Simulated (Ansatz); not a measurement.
# Na on Rh(110): change of the work function, part 4 of 5

How does Na on the hollow site change the work function of Rh(110) as the layer fills?

Ansatz 0.2.0; plane-wave DFT, PBE, Ansatz PAW.

So far, work function, upper face (eV): step 2 (the clean slab) 4.57; step 3 (21 atoms, coverage 0.25 ML, cell 2x2) 2.80; step 4 (22 atoms, coverage 0.5 ML, cell 2x2) 2.29; step 5 (6 atoms, coverage 1 ML, cell 1x1) 2.64.

### Step 7. The covered slab, atoms frozen

This step: plane-wave DFT, PBE, Ansatz PAW (Ansatz 0.2.0).

System of this step: Na/Rh(110). The cell holds 21 atoms: 20 Rh and 1 Na. Its edges and angles: a = 7.600 Å, b = 5.374 Å, c = 25.529 Å, α = 90.0°, β = 90.0°, γ = 90.0°. Vacuum lies along c.

To see where the charge goes, the covered slab, the bare substrate and the adsorbate layer are each run at the same frozen positions and on the same grid.

Input file input.yaml:

```yaml
crystal:
  lattice:
    - [7.6, 0.0, 0.0]
    - [0.0, 5.374011537, 0.0]
    - [0.0, 0.0, 25.5293471811]
  atoms:
    - { symbol: Rh, position: [0.0, 0.0, 0.352535454] }
    - { symbol: Rh, position: [0.25, 0.25, 0.4051612762] }
    - { symbol: Rh, position: [0.0013652315, -9.7091e-06, 0.4560318708] }
    - { symbol: Rh, position: [0.25, 0.25, 0.5143137177] }
    - { symbol: Rh, position: [-0.0047791718, -0.0014276403, 0.5598803809] }
    - { symbol: Rh, position: [0.0, 0.5, 0.352535454] }
    - { symbol: Rh, position: [0.25, 0.75, 0.4051612762] }
    - { symbol: Rh, position: [0.0013652315, 0.5000097091, 0.4560318708] }
    - { symbol: Rh, position: [0.25, 0.75, 0.5155575269] }
    - { symbol: Rh, position: [-0.0047791718, 0.5014276403, 0.5598803809] }
    - { symbol: Rh, position: [0.5, 0.0, 0.352535454] }
    - { symbol: Rh, position: [0.75, 0.25, 0.4051612762] }
    - { symbol: Rh, position: [0.4986347685, -9.7091e-06, 0.4560318708] }
    - { symbol: Rh, position: [0.75, 0.25, 0.5124957457] }
    - { symbol: Rh, position: [0.5047791718, -0.0014276403, 0.5598803809] }
    - { symbol: Rh, position: [0.5, 0.5, 0.352535454] }
    - { symbol: Rh, position: [0.75, 0.75, 0.4051612762] }
    - { symbol: Rh, position: [0.4986347685, 0.5000097091, 0.4560318708] }
    - { symbol: Rh, position: [0.75, 0.75, 0.5116515251] }
    - { symbol: Rh, position: [0.5047791718, 0.5014276403, 0.5598803809] }
    - { symbol: Na, position: [0.25, 0.25, 0.6345060464] }
kpoints:
  mp_grid: { grid: [4, 6, 1] }
hamiltonian:
  xc: pbe
scf:
  occupations: { method: fermi_dirac, width: 0.1 }
  convergence: { dr2_threshold: 1.0e-08 }
efield:
  axis: 3
  dipole_correction: true
  ramp_position: 0.97
  ramp_width: 0.06
output:
  write_potential: true
  write_density: true
  volumetric_format: npy
```

Started as:

```sh
$ ansatz run input.yaml --threads 8 --pin off --max-ram 12288MiB --backend cpu --events-out ev --progress --plain --runs-dir out
```

Standard output:

```text
[...]
Crystal: 21 atoms, lattice volume = 1042.682 Å³
Basis set: ecut = 420 eV, 20325 PW (Γ)
Bands: 210, of which v1, the nominal top of the filled ones, is band 175 counted from 1 (174 counted from 0)
Symmetry: 4 space group operations
[...]
k-points: 12 of 24
[...]
SCF iter   1: F=—  HF=-129533.347265 eV  |F-HF|=—  |Δ(HF+E_count)|=         —  Δρ=7.71e-3  dr2=2.98e0  ethr=1.77e-3  p=0.332 e·Å  D=5.76e-2 V/Å  ΔV_dip=-1.47 eV  dr2_dipole=8.88e-1  V_vac-E_F(+/−)=2.88/4.36 eV  ⟨swp⟩=7.6  Hψ=10070  notcnv=0  defer=40
[...]
SCF iter  11: F=-129533.327532 eV  HF=-129533.327532 eV  |F-HF|=8.19e-9  |Δ(HF+E_count)|=   3.60e-8  Δρ=3.48e-7  dr2=2.03e-9  ethr=2.87e-12  p=0.392 e·Å  D=6.81e-2 V/Å  ΔV_dip=-1.74 eV  dr2_dipole=1.33e-11  V_vac-E_F(+/−)=2.80/4.54 eV  ⟨swp⟩=22.2  Hψ=7407  notcnv=0
SCF 1 converged in 11 iterations: F = -129533.327532 eV  dr2 = 2.03e-9
[...]
SCF converged after 11 iterations
Free energy (F): -129533.327532 eV
[...]
Internal energy: -129532.093242 eV  (E = F + TS)
E sigma→0 (E₀):  -129532.710387 eV
Entropy (-TS):   -1.234290 eV (-58.776 meV/atom)
Fermi energy:    3.323385 eV
Dipole field:    D = 0.068100 V/Å  (p = 0.392407 e·Å, saw-weighted, corrected)
Work function:   Φ+ = 2.8004 eV   Φ− = 4.5389 eV
[...]
--- Band table (eV; the first three rows and the last of 12) ---
  k-point 0: bands = [... 171 lower, 3.3932, 3.4359, 3.6294, 3.6656, 3.7688, 3.7999, 3.8132, 3.8154, ... 31 higher]
  k-point 1: bands = [... 171 lower, 3.3910, 3.3994, 3.4555, 3.4608, 3.4757, 3.5148, 3.5210, 3.5823, ... 31 higher]
  k-point 2: bands = [... 171 lower, 3.0250, 3.0364, 3.0866, 3.1110, 3.2140, 3.2240, 3.3311, 3.3882, ... 31 higher]
  k-point 11: bands = [... 171 lower, 2.7245, 3.1403, 3.1524, 3.1638, 3.1649, 3.2365, 3.2546, 3.2609, ... 31 higher]
```

The job ended after 2.3 min (8 threads of Arm Neoverse N1, shared host; peak memory 7.9 GiB).

This step gave:

```
energy at zero smearing        : -129532.7104 eV
work function, upper face      : 2.800 eV
work function, lower face      : 4.539 eV
dipole along the normal        : 0.3924 e·Å
step between the vacuum levels : -1.739 eV
```

The work function of the upper face is 2.80 eV.

### Step 8. The substrate alone

System of this step: Na/Rh(110), substrate alone, atoms held. The cell holds 20 atoms: 20 Rh. Cell: a = 7.600 Å, b = 5.374 Å, c = 25.529 Å, α = 90.0°, β = 90.0°, γ = 90.0°. Vacuum lies along c.

The second part, atoms unmoved.

Edit input.yaml of step 7 so:

```diff
@@ -26,3 +26,2 @@
     - { symbol: Rh, position: [0.5047791718, 0.5014276403, 0.5598803809] }
-    - { symbol: Na, position: [0.25, 0.25, 0.6345060464] }
 kpoints:
```

Standard output:

```text
[...]
Crystal: 20 atoms, lattice volume = 1042.682 Å³
Basis set: ecut = 420 eV, 20325 PW (Γ)
Bands: 204, of which v1, the nominal top of the filled ones, is band 170 counted from 1 (169 counted from 0)
Symmetry: 4 space group operations
[...]
k-points: 12 of 24
[...]
SCF iter   1: F=—  HF=-128045.812938 eV  |F-HF|=—  |Δ(HF+E_count)|=         —  Δρ=6.68e-3  dr2=3.76e-1  ethr=1.77e-3  p=-0.033 e·Å  D=-5.78e-3 V/Å  ΔV_dip=0.15 eV  dr2_dipole=1.80e-2  V_vac-E_F(+/−)=4.54/4.40 eV  ⟨swp⟩=8.0  Hψ=10293  notcnv=0  defer=21
[...]
SCF iter  11: F=-128045.813386 eV  HF=-128045.813386 eV  |F-HF|=9.26e-9  |Δ(HF+E_count)|=   5.43e-8  Δρ=5.80e-7  dr2=6.45e-9  ethr=2.94e-12  p=-0.019 e·Å  D=-3.23e-3 V/Å  ΔV_dip=0.08 eV  dr2_dipole=2.23e-10  V_vac-E_F(+/−)=4.60/4.51 eV  ⟨swp⟩=20.1  Hψ=7251  notcnv=0
SCF 1 converged in 11 iterations: F = -128045.813386 eV  dr2 = 6.45e-9
[...]
SCF converged after 11 iterations
Free energy (F): -128045.813386 eV
[...]
Internal energy: -128044.583767 eV  (E = F + TS)
E sigma→0 (E₀):  -128045.198576 eV
Entropy (-TS):   -1.229619 eV (-61.481 meV/atom)
Fermi energy:    2.540109 eV
Dipole field:    D = -0.003222 V/Å  (p = -0.018568 e·Å, saw-weighted, corrected)
Work function:   Φ+ = 4.5953 eV   Φ− = 4.5130 eV
[...]
--- Band table (eV; the first three rows and the last of 12) ---
  k-point 0: bands = [... 166 lower, 2.6011, 2.6969, 2.8450, 2.8831, 2.8898, 2.9916, 3.0235, 3.0353, ... 30 higher]
  k-point 1: bands = [... 166 lower, 2.5434, 2.6305, 2.6707, 2.6805, 2.7345, 2.7425, 2.7473, 2.7588, ... 30 higher]
  k-point 2: bands = [... 166 lower, 2.1796, 2.2589, 2.2612, 2.3309, 2.3430, 2.4457, 2.4623, 2.5590, ... 30 higher]
  k-point 11: bands = [... 166 lower, 1.9628, 1.9633, 2.3748, 2.3935, 2.4112, 2.4186, 2.4868, 2.4884, ... 30 higher]
```

The job ended after 2.2 min (8 threads; peak memory 7.6 GiB; 14 min of CPU time).

Numbers from this step:

```
energy at zero smearing        : -128045.1986 eV
work function, upper face      : 4.595 eV
work function, lower face      : 4.513 eV
dipole along the normal        : -0.01857 e·Å
step between the vacuum levels : 0.08226 eV
```

The work function of the upper face is 4.60 eV.

### Step 9. The adsorbate layer alone

System of this step: Na/Rh(110), adsorbate layer alone, atoms held. The cell holds 1 atom: 1 Na. Its edges and angles: a = 7.600 Å, b = 5.374 Å, c = 25.529 Å, α = 90.0°, β = 90.0°, γ = 90.0°. Vacuum lies along c.

The third part; a free layer of atoms may carry a moment, so spin is on.

input.yaml, the sections that differ from step 8:

```yaml
crystal:
  lattice:
    - [7.6, 0.0, 0.0]
    - [0.0, 5.374011537, 0.0]
    - [0.0, 0.0, 25.5293471811]
  atoms:
    - { symbol: Na, position: [0.25, 0.25, 0.6345060464], spin: 1.0 }
magnetization:
  spin_polarized: true
# kpoints, hamiltonian, scf, efield, output: as in step 8
```

Standard output:

```text
[...]
Crystal: 1 atoms, lattice volume = 1042.682 Å³
Basis set: ecut = 420 eV, 20325 PW (Γ)
Bands: 9, of which v1, the nominal top of the filled ones, is band 5 counted from 1 (4 counted from 0)
Symmetry: 4 space group operations
k-points: 12 of 24
[...]
Starting moments: Σ|m| = 1 μB on 1 of 1 site
[...]
SCF iter   7: F=—  HF=-1485.448747 eV  |F-HF|=—  |Δ(HF+E_count)|=   6.37e-3  Δρ=1.75e-3 (↑1.74e-3 ↓1.75e-3)  dr2=6.38e-7  dr2_m=2.91e-2  M=0.055 μB ∫|m|=0.056 μB  β_m=0.42  ethr=5.56e-9  p=0.000 e·Å  D=1.60e-6 V/Å  ΔV_dip=-0.00 eV  dr2_dipole=5.44e-14  V_vac-E_F(+/−)=2.85/2.85 eV  ⟨swp⟩=3.1  Hψ=451  notcnv=0
[...]
spin-set hold released at iteration 7 (site moments contracting): the magnetisation degrees of freedom join the quasi-Newton model from the next iteration; the mixer history was flushed
SCF iter   8: F=—  HF=-1485.452319 eV  |F-HF|=—  |Δ(HF+E_count)|=   3.57e-3  Δρ=1.04e-3 (↑1.03e-3 ↓1.04e-3)  dr2=2.95e-7  dr2_m=1.02e-2  M=0.046 μB ∫|m|=0.047 μB  β_m=0.86  ethr=5.56e-9  p=0.000 e·Å  D=1.55e-6 V/Å  ΔV_dip=-0.00 eV  dr2_dipole=1.92e-13  V_vac-E_F(+/−)=2.85/2.85 eV  ⟨swp⟩=3.3  Hψ=454  notcnv=0  κ⁻¹=1.0e0(r=1)
density mixer auto → broyden: no gap read (density of states about μ 0.90 of a free-electron gas's, 30 screened modes)
SCF iter   9: F=—  HF=-1485.454833 eV  |F-HF|=—  |Δ(HF+E_count)|=   2.51e-3  Δρ=2.32e-5 (↑2.32e-5 ↓2.18e-5)  dr2=1.26e-7  dr2_m=4.84e-6  M=0.022 μB ∫|m|=0.022 μB  β_m=0.81  ethr=3.28e-9  p=0.000 e·Å  D=1.36e-6 V/Å  ΔV_dip=-0.00 eV  dr2_dipole=2.60e-13  V_vac-E_F(+/−)=2.85/2.85 eV  ⟨swp⟩=3.4  Hψ=486  notcnv=0  κ⁻¹=8.6e-5(r=2)
[...]
SCF iter  15: F=-1485.455735 eV  HF=-1485.455735 eV  |F-HF|=2.71e-10  |Δ(HF+E_count)|=  1.82e-10  Δρ=1.09e-8 (↑1.09e-8 ↓3.49e-9)  dr2=2.30e-12  dr2_m=2.14e-13  M=0.000 μB ∫|m|=0.000 μB  ethr=1.00e-12  p=0.000 e·Å  D=1.06e-6 V/Å  ΔV_dip=-0.00 eV  dr2_dipole=2.00e-16  V_vac-E_F(+/−)=2.85/2.85 eV  ⟨swp⟩=2.6  Hψ=439  notcnv=0
SCF 1 converged in 15 iterations: F = -1485.455735 eV  dr2 = 2.30e-12
[...]
WARN: the starting moments were not kept: the SCF closed with an absolute magnetisation of 2.0e-6 μB, where they sum to 1 μB in size (1 site). That is at most 0.1 of that sum. Measured as dr2_m measures the in/out step, that magnetisation stands 1.2e-12 eV from none, at or under the dr2_threshold of 1.0e-8 eV: it is no larger than a step whose dr2_m would equal this threshold. The system may hold no moment; this SCF  [...]
[...]
this state was not tested for a lower state beside it, because the mixer in use, unlike msr1, does not test its closes by its own steps (another_mixer; see scf.mixing.algorithm and scf.lower_state_search)
SCF converged after 15 iterations
Magnetization: 0.0000 μB (4.5000 up, 4.5000 down)
Absolute magnetization: 0.0000 μB (∫|ρ↑−ρ↓|, with the PAW one-centre terms)
[...]
Per-site moments (μB) at R_I (Å): [(6.420816e-7, 2.216780)]
Free energy (F): -1485.455735 eV
[...]
Internal energy: -1485.401148 eV  (E = F + TS)
E sigma→0 (E₀):  -1485.428442 eV
Entropy (-TS):   -0.054588 eV (-54.588 meV/atom)
Fermi energy:    -2.640173 eV
Dipole field:    D = 0.000001 V/Å  (p = 0.000006 e·Å, saw-weighted, corrected)
Work function:   Φ+ = 2.8549 eV   Φ− = 2.8550 eV
[...]
--- Band table (eV; the first three rows and the last of 24) ---
[...]
```

Run time: 21 s. Hardware: 8 threads; peak memory 1.4 GiB; 93 s of CPU time.

Numbers from this step:

| Quantity | Value |
| --- | --- |
| energy at zero smearing | -1485.4284 eV |
| work function, upper face | 2.855 eV |
| dipole along the normal | 6.18e-6 e·Å |

At this spacing and smearing the free layer keeps no moment.

### Step 10. Density difference

This step: plane-wave DFT, PBE, Ansatz PAW; density difference on adsorption (Ansatz 0.2.0).

The densities of the parts are taken from that of the whole and averaged over planes; the first moment of what is left gives the step in the potential.

Numbers from this step:

```yaml
largest_charge_moved: 0.005715 e/Å²
potential_step_from_the_moved_charge: -1.820 eV
```

The electron density difference oscillates, so the rows of the table below give means over 1 Å (shorter at the two ends). Its distinct maxima (Å: e/Å³): 11.6: 8.8e-4, 15.3: 0.00854. Distinct minima: 8.9: -4.0e-4, 14.0: -0.00164, 17.3: -0.00332.

Planar mean, whole system less its parts. Table of electron density difference by z; means over each step:

| z (Å) | electron density difference (e/Å³) |
| --- | --- |
| 4 | 4.8e-7 |
| 5 | 3.3e-6 |
| 6 | 1.8e-5 |
| 7 | 5.5e-5 |
| 8 | -3.3e-5 |
| 9 | -1.6e-6 |
| 10 | -1.6e-4 |
| 11 | 8.0e-5 |
| 12 | -7.4e-5 |
| 13 | -3.9e-4 |
| 14 | -0.00120 |
| 15 | 0.00448 |
| 16 | 0.00283 |
| 17 | -0.00260 |
| 18 | -0.00218 |
| 19 | -6.6e-4 |
| 20 | -1.4e-4 |
| 21 | -2.7e-5 |
| 22 | -4.6e-6 |
| 23 | -7.4e-7 |

Planar mean, whole system less its parts. The electrons moved below z by z:

```
z (Å)  electrons moved below z (e/Å²)
    4                          2.1e-7
    5                          1.7e-6
    6                          1.1e-5
    7                          5.0e-5
    8                          6.9e-5
    9                          4.2e-5
   10                         -7.1e-5
   11                         -9.9e-6
   12                         -3.8e-5
   13                         -1.4e-4
   14                        -0.00114
   15                         -6.5e-4
   16                         0.00546
   17                         0.00440
   18                         0.00151
   19                          3.5e-4
   20                          6.7e-5
   21                          1.2e-5
   22                          2.3e-6
   23                          7.5e-7
   24                          5.0e-7
```

[end of part 4 of 5]

[Long decimals in the printed logs are rounded to 6 places.]

[Logs are printed without paths, hosts, clocks, repeated set-up lines and the standing remarks that a program may print on its own settings, such as how far it seeks lower states.]

[Hosts, paths, dates, database ids (printed as entryN), source tags and the programs' standing remarks are cut or masked in the printed files.]

[Maps of the electrostatic potential energy from Ansatz leave out the sawtooth potential of an applied field or a dipole correction, so their vacuum need not be flat; planar profiles and work functions include it.]
